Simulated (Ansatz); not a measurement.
## Knight shifts in W (Tungsten)

Wanted: spin susceptibility and spin part of the Knight shift of W (Tungsten), from the response to a Zeeman field.

Program: Ansatz 0.2.0. Level of theory: DFT, PBE, plane-wave PAW, default files (PAW set soft_2), collinear spin, scalar-relativistic. Results are calculated unless marked as measured.

**1. The starting structure**

The structure is cubic, space group Im-3m (No. 229). The conventional cell has a = 3.165 Å, b = 3.165 Å, c = 3.165 Å, α = 90.00°, β = 90.00°, γ = 90.00°. Nearest to W lie 8 W at 2.74 Å.

The cell is an entry of the Crystallography Open Database; it need not be the form that is stable at ambient conditions.

**2. The crystal in a Zeeman field**

A field acting on the spins alone polarises the electrons at the Fermi level, and through exchange the cores. The spin density that this leaves at a nucleus gives the contact field (2μ₀/3) μB ρ_s, and its ratio to B is the isotropic contact shift K; the spin-dipolar anisotropy is not included. The field, 400 T, is far above laboratory fields so that the moment stands clear of numerical noise; it splits the spins by 46 meV, against a smearing of 100 meV. The net moment comes from states near the Fermi level, so the mesh must be dense.

Contents of input.yaml:

```yaml
crystal:
  lattice:
    - [-1.582345, 1.582345, 1.582345]
    - [1.582345, -1.582345, 1.582345]
    - [1.582345, 1.582345, -1.582345]
  atoms:
    - { symbol: W, position: [0.0, 0.0, 0.0] }
kpoints:
  mp_grid: { grid: [29, 29, 29] }
scf:
  lower_state_search: "off"
  occupations: { method: fermi_dirac, width: 0.1 }
  convergence: { dr2_threshold: 1.0e-10 }
hamiltonian:
  xc: pbe
output:
  efg: { contact_densities: true }
  forces: true
  dos: { de: 0.02 }
  write_density: true
  write_potential: true
  elf: true
  volumetric_format: npy
magnetization:
  spin_polarized: true
  magnetic_field: 400
```

Run with:

```
$ ansatz run input.yaml --threads 2 --pin off --max-ram 4096MiB --backend cpu --events-out ev --progress --plain --runs-dir out
```

Numbers of over 12 decimals in the logs are rounded to 6 here.

The program printed:

```text
[a pick of lines, long numbers rounded; other set-up, energy and force rows are left out]
Functional definition: PBE
Basis set: ecut = 420 eV, 321 PW (Γ), exchange–correlation on 40×40×40 points (8 copies of the dense FFT grid, shifted against one another)
Symmetry: 48 space group operations
k-points: 680 of 24389
SCF iter   1: F=—  HF=-10384.224499 eV  |F-HF|=—  |Δ(HF+E_count)|=         —  Δρ=4.83e-2 (↑3.47e-2 ↓4.83e-2)  dr2=3.88e-1  dr2_m=1.49e-1  M=0.880 μB ∫|m|=0.880 μB  ethr=3.10e-3  ⟨swp⟩=5.1  Hψ=85587  notcnv=0
SCF iter   2: F=—  HF=-10384.890243 eV  |F-HF|=—  |Δ(HF+E_count)|=         —  Δρ=4.83e-2 (↑4.83e-2 ↓3.34e-2)  dr2=5.02e-1  dr2_m=1.09e-1  M=0.132 μB ∫|m|=0.132 μB  β_m=0.30  ethr=2.77e-3  ⟨swp⟩=1.0  Hψ=28561  notcnv=0  defer=41
preconditioner: auto → none  [metal: Δε(μ)=0.013 eV  Ē_g=12.634 eV  σ=0.100 eV  W_gap=0.03  n_scr=0 (ndim 8)  ℏωp=22.8 eV  f_vac=0.000  D(μ)=0.42/eV (n_scr^D=0)]
SCF iter   3: F=—  HF=-10384.805404 eV  |F-HF|=—  |Δ(HF+E_count)|=   8.48e-2  Δρ=3.11e-2 (↑3.11e-2 ↓2.37e-2)  dr2=1.48e-1  dr2_m=5.82e-2  M=0.107 μB ∫|m|=0.107 μB  β_m=0.30  ethr=2.77e-3  ⟨swp⟩=2.9  Hψ=28489  notcnv=0  defer=54
SCF iter   4: F=—  HF=-10384.794329 eV  |F-HF|=—  |Δ(HF+E_count)|=   1.11e-2  Δρ=1.67e-2 (↑1.52e-2 ↓1.67e-2)  dr2=8.61e-3  dr2_m=3.09e-2  M=0.086 μB ∫|m|=0.086 μB  β_m=0.30  ethr=1.06e-3  ⟨swp⟩=2.5  Hψ=30547  notcnv=0  defer=556
SCF iter   5: F=—  HF=-10384.808586 eV  |F-HF|=—  |Δ(HF+E_count)|=   1.43e-2  Δρ=1.10e-2 (↑1.10e-2 ↓1.07e-2)  dr2=1.88e-4  dr2_m=1.70e-2  M=0.068 μB ∫|m|=0.068 μB  β_m=0.30  ethr=6.15e-5  ⟨swp⟩=1.9  Hψ=27396  notcnv=0  defer=585
SCF iter   6: F=—  HF=-10384.825526 eV  |F-HF|=—  |Δ(HF+E_count)|=         —  Δρ=5.09e-4 (↑5.09e-4 ↓4.46e-4)  dr2=9.04e-6  dr2_m=2.49e-5  M=0.011 μB ∫|m|=0.011 μB  β_m=1.00  ethr=1.34e-6  ⟨swp⟩=5.0  Hψ=79116  notcnv=0  defer=55
SCF iter   7: F=—  HF=-10384.825548 eV  |F-HF|=—  |Δ(HF+E_count)|=   2.24e-5  Δρ=1.92e-4 (↑1.92e-4 ↓1.57e-4)  dr2=4.17e-6  dr2_m=5.60e-7  M=0.013 μB ∫|m|=0.013 μB  β_m=1.00  ethr=6.46e-8  ⟨swp⟩=1.5  Hψ=32471  notcnv=0  defer=55
SCF iter   8: F=—  HF=-10384.825550 eV  |F-HF|=—  |Δ(HF+E_count)|=   2.05e-6  Δρ=2.53e-5 (↑2.53e-5 ↓2.14e-5)  dr2=9.77e-8  dr2_m=2.28e-8  M=0.013 μB ∫|m|=0.013 μB  β_m=0.30  ethr=2.98e-8  ⟨swp⟩=2.5  Hψ=27185  notcnv=0  defer=55
SCF iter   9: F=—  HF=-10384.825550 eV  |F-HF|=—  |Δ(HF+E_count)|=   4.64e-8  Δρ=1.78e-5 (↑1.78e-5 ↓1.51e-5)  dr2=3.43e-8  dr2_m=1.55e-8  M=0.013 μB ∫|m|=0.013 μB  β_m=0.65  ethr=6.98e-10  ⟨swp⟩=1.5  Hψ=18199  notcnv=0  defer=55
SCF iter  10: F=—  HF=-10384.825551 eV  |F-HF|=—  |Δ(HF+E_count)|=   4.50e-7  Δρ=3.55e-6 (↑3.55e-6 ↓2.25e-6)  dr2=7.71e-10  dr2_m=1.09e-9  M=0.013 μB ∫|m|=0.013 μB  β_m=0.63  ethr=2.45e-10  ⟨swp⟩=2.0  Hψ=26201  notcnv=0  defer=55
SCF iter  11: F=—  HF=-10384.825551 eV  |F-HF|=—  |Δ(HF+E_count)|=  7.60e-10  Δρ=1.38e-6 (↑1.38e-6 ↓1.33e-6)  dr2=2.74e-12  dr2_m=2.65e-10  M=0.013 μB ∫|m|=0.013 μB  β_m=0.82  ethr=1.00e-12  ⟨swp⟩=8.3  Hψ=79756  notcnv=0
SCF iter  12: F=-10384.825551 eV  HF=-10384.825551 eV  |F-HF|=3.64e-12  |Δ(HF+E_count)|=  3.17e-10  Δρ=1.33e-7 (↑1.33e-7 ↓1.23e-7)  dr2=7.27e-13  dr2_m=2.17e-12  M=0.013 μB ∫|m|=0.013 μB  β_m=0.91  ethr=1.00e-12  ⟨swp⟩=5.9  Hψ=58745  notcnv=0
SCF iter  13: F=-10384.825551 eV  HF=-10384.825551 eV  |F-HF|=3.64e-12  |Δ(HF+E_count)|=  9.09e-12  Δρ=1.63e-8 (↑1.63e-8 ↓1.63e-8)  dr2=1.66e-15  dr2_m=3.73e-14  M=0.013 μB ∫|m|=0.013 μB  ethr=1.00e-12  ⟨swp⟩=3.9  Hψ=60010  notcnv=0
SCF converged after 13 iterations
Magnetization: 0.0133 μB (7.0067 up, 6.9933 down)
Absolute magnetization: 0.0133 μB (∫|ρ↑−ρ↓|, with the PAW one-centre terms)
Per-site moments (μB) at R_I (Å): [(0.00937597, 1.130540)]
Free energy (F): -10384.825551 eV
Fermi energy:    22.634419 eV
--- Forces (eV/Å), atoms counted from 1 ---
--- PAW observables at the nuclei: V_zz in 10²¹ V/m², potentials from the cell's mean, atoms counted from 1 ---
  atom   1  W  V_zz =    -0.000000   η = 0.0000   by run symmetry: forbidden
            electrostatic potential = -14821.577728 V   contact ρ = 8822103.954032 e/Å³   contact ρ_s (e/Å³): all electrons +0.049137, valence +0.044519
--- Band table (eV; the first three rows and the last of 1360) ---
  k-point 0 ↑: bands = ["-51.5015", "-15.1015", "-15.1015", "-15.1015", "12.9705", "21.3620", "21.3620", "21.3620", "24.8548", "24.8548", "37.1139", "37.1139", "37.1139"]
  k-point 1 ↑: bands = ["-51.4999", "-15.1179", "-15.1066", "-15.1015", "13.0287", "21.3264", "21.3551", "21.4180", "24.7949", "24.8551", "37.1644", "37.2115", "37.2595"]
  k-point 2 ↑: bands = ["-51.4953", "-15.1661", "-15.1216", "-15.1018", "13.2007", "21.2229", "21.3297", "21.5853", "24.6364", "24.8573", "37.3071", "37.5003", "37.6711"]
  k-point 679 ↓: bands = ["-51.2156", "-15.9545", "-15.9517", "-15.9517", "16.8299", "16.8385", "27.6615", "27.6615", "27.7887", "30.8001", "31.0928", "31.0928", "38.9029"]
```

It took 25 s on 2 threads of Arm Neoverse N1, shared host; peak memory 0.54 GiB.

The moment is 0.0133 μB a cell, a spin susceptibility of 18.6 × 10⁻⁶ emu per mole of atoms. With 7.769 T for 1 e/Å³:

```tsv
site	nucleus	contact shift (ppm)	from valence states	rest (mostly cores)
W	183W	954	865	90
```

The split depends on the files: semicore shells that they treat as valence count in the first part.

**3. Is the response linear?**

The shift is a ratio that holds only while the moment grows in step with the field, so the field is doubled.

Edit input.yaml of step 2 so:

```diff
@@ -18,9 +18,4 @@
   forces: true
-  dos: { de: 0.02 }
-  write_density: true
-  write_potential: true
-  elf: true
-  volumetric_format: npy
 magnetization:
   spin_polarized: true
-  magnetic_field: 400
+  magnetic_field: 800
```

The program printed:

```text
[a pick of lines, long numbers rounded; other set-up, energy and force rows are left out]
[...]
Basis set: ecut = 420 eV, 321 PW (Γ), exchange–correlation on 40×40×40 points (8 copies of the dense FFT grid, shifted against one another)
Symmetry: 48 space group operations
k-points: 680 of 24389
[...]
SCF converged after 14 iterations
Magnetization: 0.0266 μB (7.0133 up, 6.9867 down)
Absolute magnetization: 0.0266 μB (∫|ρ↑−ρ↓|, with the PAW one-centre terms)
Per-site moments (μB) at R_I (Å): [(0.018730, 1.130540)]
Free energy (F): -10384.826014 eV
Fermi energy:    22.633822 eV
--- Forces (eV/Å), atoms counted from 1 ---
[...]
atom   1  W  V_zz =    -0.000000   η = 0.0000   by run symmetry: forbidden
[...]
```

Wall time 21 s (2 threads); peak memory 0.53 GiB.

The moment goes from 0.0133 to 0.0266 μB, a factor of 2.00, and the shift of W from 954 to 953 ppm. The response is linear on all sites, to 3 % of the larger of shift and valence part or 3 ppm; the largest move is -1 ppm, on W.

**4. Other settings**

Each row names what differs in the settings from the first run, the PAW files staying the same unless named (PBE, default files (PAW set soft_2), mesh 29×29×29, fermi dirac smearing of 0.1 eV, cutoff 420 eV, 400 T). Shifts in ppm; times on 2 threads of Arm Neoverse N1, shared host.

```tsv
run	time	χ_s (10⁻⁶ emu/mol)	W
first run	25 s	18.6	954
PBEsol	19 s	18.7	1050
fermi dirac 0.05 eV	20 s	19.1	934
fermi dirac 0.2 eV	20 s	18.3	950
fermi dirac 0.15 eV	22 s	18.3	943
cold 0.1 eV	23 s	20.3	915
```

**5. Outcome**

- 183W contact shift: 954 ppm
- spin susceptibility: 18.6 × 10⁻⁶ emu per mole of atoms

**Reading.** The spin part of the Knight shift is 954 ppm on W in the first run. Another form of smearing at the same width (cold) changes the shift of W by -4 %; it is narrower in effect than Fermi-Dirac smearing, so mesh noise enters. Widening the smearing to 0.2 eV changes the shift of W by -0.4 %. No row of the table has a finer mesh on this cell, so the value may still hold a sampling error. Narrowing the smearing to 0.05 eV on the same mesh changes the shift of W by -2 %. Another functional changes the shift of W by +10 % (PBEsol). Over the rows of this table on the first cell the shift spans 915 to 1050 ppm on W. 1 further run of this session (failed, refused or on trial settings) is not shown. The orbital shift is left out; on d- and f-block metals such as W it can be large. Spin-orbit coupling is missing.

[Logs are printed without paths, hosts, clocks, repeated set-up lines and the standing remarks that a program may print on its own settings, such as how far it seeks lower states.]

[Hosts, paths, dates, database ids (printed as entryN), source tags and the programs' standing remarks are cut or masked in the printed files.]
